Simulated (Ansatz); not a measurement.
# LiTaS3 (model cell, started as cubic perovskite with Ta in the octahedra): the cell at rest

Task: relax LiTaS3 (model cell, started as cubic perovskite with Ta in the octahedra) tightly.

Method: DFT PBEsol, scalar-relativistic, plane waves, PAW; PAW set soft_1, in Ansatz 0.2.0.

This is a report of a sequence of runs, with most program output left out.

The structure was built from a prototype and need not be the compound's stable phase.

### Step 1. Set-up

The structure is cubic, space group Pm-3m (No. 221). The conventional cell has a = 4.861 Å, b = 4.861 Å, c = 4.861 Å, α = 90.00°, β = 90.00°, γ = 90.00°. Nearest to Li lie 12 S at 3.44 Å. Nearest to Ta lie 6 S at 2.43 Å. S has 2 Ta at 2.43 Å nearest. Farther neighbours and most contacts between anions are not listed.

### Step 2. Probe on a coarse mesh

A quick single point on a coarse mesh tells whether the cell has a gap and how far it is from rest, which sets the k mesh and smearing that follow.

input.yaml reads:

```yaml
crystal:
  lattice:
    - [4.8608, 0.0, 0.0]
    - [0.0, 4.8608, 0.0]
    - [0.0, 0.0, 4.8608]
  atoms:
    - { symbol: Li, position: [0.0, 0.0, 0.0] }
    - { symbol: Ta, position: [0.5, 0.5, 0.5] }
    - { symbol: S, position: [0.5, 0.5, 0.0] }
    - { symbol: S, position: [0.5, 0.0, 0.5] }
    - { symbol: S, position: [0.0, 0.5, 0.5] }
kpoints:
  mp_grid: { grid: [4, 4, 4] }
hamiltonian:
  xc: pbesol
  pseudopotentials: { kind: paw, azcp: { folder: soft_1 }, xc_functional: pbe }
scf:
  occupations: { method: gaussian, width: 0.1 }
output:
  forces: true
  stress: true
  eigenvalues: true
```

The run is started by

```bash
$ ansatz run input.yaml --threads 8 --pin off --max-ram 16384MiB --backend cpu --events-out ev --progress --plain --runs-dir out
```

Wall time 1 s (8 threads of Arm Neoverse V2, shared host); peak memory 0.41 GiB; 2.8 s of CPU time.

This step gave:

```yaml
pressure: -5.122 GPa
volume_per_atom: 22.97 Å³
gap_on_the_k_mesh: 0 eV
```

The coarse mesh shows no gap and a pressure of -5.1 GPa.

### Step 3. Relaxation

Harmonic phonons are second derivatives at a point where the forces vanish, and they are wanted at zero stress, so atoms and cell are relaxed first.

input.yaml: that of step 2 with these lines changed.

```diff
@@ -12,3 +12,3 @@
 kpoints:
-  mp_grid: { grid: [4, 4, 4] }
+  mp_grid: { grid: [8, 8, 8] }
 hamiltonian:
@@ -22 +22,6 @@
   eigenvalues: true
+relax:
+  adjacent_minimum: "off"
+  f_tol: 0.005
+  max_steps: 80
+  cell: { stress_tol: 0.05 }
```

It took 4.1 s on 8 threads; peak memory 0.53 GiB; 27 s of CPU time.

The steps of the relaxation:

```csv
step,energy less that of the first step (eV),largest force component (eV/Å),pressure (GPa),volume (Å³)
1,0.0000,0.0000,-4.54,114.85
2,-0.0819,0.0000,1.93,106.36
3,-0.0944,0.0000,-0.17,108.76
4,-0.0946,0.0000,-0.01,108.55
5*,-0.0939,0.0000,-0.01,108.55
```

Relaxation steps marked * repeat the geometry before them on a plane-wave basis chosen anew for their cell, so energy and pressure can jump there.

The run keeps the 48 symmetry operations that it works with, so distortions that break them were not tested.

```csv
"conventional cell, symmetrised",before,after,change
a (Å),4.861,4.770,-1.9 %
b (Å),4.861,4.770,-1.9 %
c (Å),4.861,4.770,-1.9 %
volume (Å³/atom),22.97,21.71,-5.5 %
```

Numbers from this step:

```yaml
pressure: -0.005628 GPa
volume_per_atom: 21.71 Å³
```

In this step the volume went from 22.97 to 21.71 Å³/atom.

### Step 4. Tight relaxation

Phonons need a cell at rest on their own settings, so the relaxation is repeated with tight tolerances on forces and stress, using the mesh and the filling of the phonon run that follows.

input.yaml, the sections that differ from step 3:

```yaml
crystal:
  lattice:
    - [4.7703316616, 0.0, 0.0]
    - [0.0, 4.7703316616, 0.0]
    - [0.0, 0.0, 4.7703316616]
  atoms:
    - { symbol: Li, position: [0.0, 0.0, 0.0] }
    - { symbol: Ta, position: [0.5, 0.5, 0.5] }
    - { symbol: S, position: [0.5, 0.5, 0.0] }
    - { symbol: S, position: [0.5, 0.0, 0.5] }
    - { symbol: S, position: [0.0, 0.5, 0.5] }
scf:
  occupations: { method: methfessel_paxton, width: 0.2 }
relax:
  adjacent_minimum: "off"
  f_tol: 0.001
  max_steps: 60
  cell: { stress_tol: 0.01 }
# kpoints, hamiltonian, output: as in step 3
```

The job ended after 1.8 s (8 threads; peak memory 0.5 GiB).

Little changed from the start: no atom moved by 0.005 Å and no cell edge by 0.1 %.

Numbers from this step:

| Item | Value |
| --- | --- |
| pressure | -0.006769 GPa |

The forces vanish by symmetry and the pressure is -0.007 GPa, within the tolerances set. The cell now holds 21.71 Å³/atom.

### Step 5. Results

| Item | Value |
| --- | --- |
| space group after relaxation (within 0.01 Å) | Pm-3m |
| lattice constant a | 4.770 Å |
| lattice constant b | 4.770 Å |
| lattice constant c | 4.770 Å |
| volume per atom | 21.7 Å³ |

The forces vanish by symmetry and the pressure is -0.007 GPa, within the tolerances set. The cell now holds 21.71 Å³/atom. The relaxation keeps the symmetry of its start, so it says nothing on stability against lower symmetry. Spin-orbit coupling is left out, which can matter for the heavy elements here. The PAW files were made for PBE and serve the other functionals too. The starting cell was built on a prototype and not taken from a measurement, so the phase need not exist.

[Logs are printed without paths, hosts, clocks, repeated set-up lines and the standing remarks that a program may print on its own settings, such as how far it seeks lower states.]

[Hosts, paths, dates, database ids (printed as entryN), source tags and the programs' standing remarks are cut or masked in the printed files.]
